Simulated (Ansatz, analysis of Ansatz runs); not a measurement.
# Migration in Li5AuO4 (C2/m): V_Li hop (2.7 Å), charge −1, part 2 of 4

Aim: the barrier of one jump in Li5AuO4 (C2/m) at charge −1: V_Li hop (2.7 Å). The model is a cell of 80 host atoms with 1 Li taken out; Li is the atom that moves.

Ansatz 0.2.0; plane-wave PAW DFT, PBEsol; nudged elastic band between two relaxed defect structures at fixed charge in a uniform background.

So far: Starting point; Relaxation of the start point, charge −1.

### 3. Relaxation of the end point, charge −1

Level of this step: plane-wave PAW DFT, PBEsol; relaxation of all atoms of a defect supercell at fixed charge in a uniform background (Ansatz).

The end point is relaxed in the same cell and settings, so that the two energies compare. Atoms more than 3.2 Å from the middle of the hop start where the first relaxation left them, the nearer ones on or close to their ideal places, with small random displacements.

The input, qm1.end/input.yaml:

```yaml
crystal:
  lattice:
    - [9.40268524, 0.0, -0.02548652]
    - [0.0, 9.40405317, 0.0]
    - [-2.07562506, 0.0, 9.16358709]
  atoms:
    - { symbol: Li, position: [-0.00258096, 0.79485243, 0.24727432] }
    - { symbol: Li, position: [0.25, 0.2924353, 0.25] }
[... 8 atom lines left out ...]
    - { symbol: Au, position: [-0.00238146, 0.49978037, 0.24835302] }
[... 3 atom lines left out ...]
    - { symbol: O, position: [0.12210138, 0.35260183, 0.37490926] }
[... 3 atom lines left out ...]
    - { symbol: O, position: [0.12210138, 0.64739817, 0.37490926] }
    - { symbol: O, position: [0.37210138, 0.14739817, 0.37490926] }
[... 1 atom line left out ...]
    - { symbol: Li, position: [0.25, 0.2924353, 0.75] }
    - { symbol: Li, position: [0.0, 0.28254642, 0.5] }
[... 2 atom lines left out ...]
    - { symbol: Li, position: [0.25, 0.5, 0.5] }
[... 6 atom lines left out ...]
    - { symbol: O, position: [0.37789862, 0.35260183, 0.62509074] }
[... 2 atom lines left out ...]
    - { symbol: O, position: [0.12789862, 0.14739817, 0.62509074] }
    - { symbol: O, position: [0.37789862, 0.64739817, 0.62509074] }
[... 24 atom lines left out ...]
    - { symbol: Li, position: [0.5, 0.28254642, 0.5] }
[... 16 atom lines left out ...]
    - { symbol: O, position: [0.87404518, 0.14720815, 0.87490314] }
total_charge: -1
basis:
  ecutwfc: 420
  xc_grid: 2
hamiltonian:
  xc: pbesol
kpoints:
  mp_grid: { grid: [1, 1, 1], shift: [0.25, 0.25, 0.25] }
scf:
  occupations: { method: fixed }
  max_iter: 150
output:
  forces: true
relax:
  f_tol: 0.02
  max_steps: 70
  random_displacement: { amplitude: 0.01, seed: 5195 }
```

Started as:

```bash
> ansatz run input.yaml --threads 4 --pin off --max-ram 14131MiB --backend cpu --events-out ev --progress --plain --runs-dir out
```

Numbers of over 12 decimals in the logs are rounded to 6 here.

The program printed:

```text
[...]
Crystal: 79 atoms, lattice volume = 809.778 Å³
Basis set: ecut = 420 eV, 15817 PW (Γ), exchange–correlation on 128×128×128 points (8 copies of the dense FFT grid, shifted against one another)
Bands: 310, of which v1, the nominal top of the filled ones, is band 231 counted from 1 (230 counted from 0)
Symmetry: 1 space group operations
k-points: 1
[...]
SCF iter   1: F=—  HF=-129955.212839 eV  |F-HF|=—  |Δ(HF+E_count)|=         —  Δρ=1.69e-2  dr2=1.85e0  ethr=1.77e-3  ⟨swp⟩=5.0  Hψ=901  notcnv=0  defer=72
[...]
SCF iter   9: F=-129954.670234 eV  HF=-129954.670234 eV  |F-HF|=6.74e-8  |Δ(HF+E_count)|=   1.43e-6  Δρ=1.03e-5  dr2=8.87e-7  ethr=2.16e-9  ⟨swp⟩=4.0  Hψ=672  notcnv=0
SCF 1 converged in 9 iterations: F = -129954.670234 eV  dr2 = 8.87e-7
[...]
[... 17 atoms left out ...]
  max |Σ_I F_I| component: 6.86e-5 eV/Å
--- Relaxed structure (5 steps of the walk, 5 accepted, 0 SCFs on fresh bases) ---
  F+E_penalty+E_count = -129955.43891118 eV   max|allowed force component| = 4.748e-3 eV/Å
  atoms:
    - { symbol: Li, position: [-0.000875, 0.792880, 0.250054] }
    - { symbol: Li, position: [0.255079, 0.282995, 0.263751] }
    [... 12 atoms left out ...]
    - { symbol: O, position: [0.120679, 0.357370, 0.370729] }
    [... 3 atoms left out ...]
    - { symbol: O, position: [0.120882, 0.648704, 0.375159] }
    - { symbol: O, position: [0.387071, 0.136930, 0.361928] }
    [... 1 atom left out ...]
    - { symbol: Li, position: [0.244876, 0.283015, 0.736460] }
    - { symbol: Li, position: [0.017957, 0.273702, 0.503822] }
    [... 2 atoms left out ...]
    - { symbol: Li, position: [0.249960, 0.491051, 0.500077] }
    [... 6 atoms left out ...]
    - { symbol: O, position: [0.379187, 0.357399, 0.629398] }
    [... 2 atoms left out ...]
    - { symbol: O, position: [0.112980, 0.137020, 0.638305] }
    [... 25 atoms left out ...]
    - { symbol: Li, position: [0.482093, 0.273703, 0.496451] }
    [... 17 atoms left out ...]
[key lines of the parts left out:]
SCF converged after 8 iterations
Free energy (F): -129955.438911 eV
Fermi energy:    5.302793 eV
```

It took 58 s on 4 threads of Arm Neoverse V1, shared host; peak memory 1.4 GiB.

The steps of the relaxation:

| step | energy less that of the first step (eV) | largest force component (eV/Å) |
| --- | --- | --- |
| 1 | 0.0000 | 1.0341 |
| 2 | -0.5242 | 0.6779 |
| 3 | -0.6888 | 0.2984 |
| 4 | -0.7672 | 0.0370 |
| 5 | -0.7687 | 0.0047 |

The atoms that moved most (Å, from the sites as typed, ahead of the random displacement):

| atom | dx | dy | dz | length |
| --- | --- | --- | --- | --- |
| O20 | 0.168 | -0.099 | -0.120 | 0.229 |
| O36 | -0.167 | -0.098 | 0.121 | 0.228 |
| Li24 | -0.001 | 0.206 | 0.001 | 0.206 |
| Li23 | 0.161 | -0.083 | 0.034 | 0.185 |
| Li62 | -0.161 | -0.083 | -0.033 | 0.184 |
| Li2 | 0.020 | -0.089 | 0.125 | 0.155 |
| Li22 | -0.020 | -0.089 | -0.125 | 0.154 |
| Li46 | 0.076 | 0.004 | -0.047 | 0.089 |

Neighbours of Li26 at the end:

| atom | distance (Å) |
| --- | --- |
| O33 | 1.968 |
| O15 | 1.968 |
| O19 | 2.100 |
| O37 | 2.101 |
| Li24 | 2.719 |
| Au11 | 2.944 |
| Au70 | 2.945 |
| Li2 | 2.968 |
| Li22 | 2.968 |
| Li23 | 2.995 |
| Li62 | 2.996 |

Read from the output:

```
free energy                                                                                       : -129955.4389 eV
r.m.s. move of the farther half of the atoms                                                      : 0.02481 Å
largest move from the ideal geometry of this structure, a common shift of the far atoms taken out : 0.2293 Å
```

The relaxation gained 0.769 eV and ended with a largest force component of 0.0047 eV/Å. The end lies 0.570 eV below the start.

[end of part 2 of 4]

[Logs are printed without paths, hosts, clocks, repeated set-up lines and the standing remarks that a program may print on its own settings, such as how far it seeks lower states.]

[Hosts, paths, dates, database ids (printed as entryN), source tags and the programs' standing remarks are cut or masked in the printed files.]
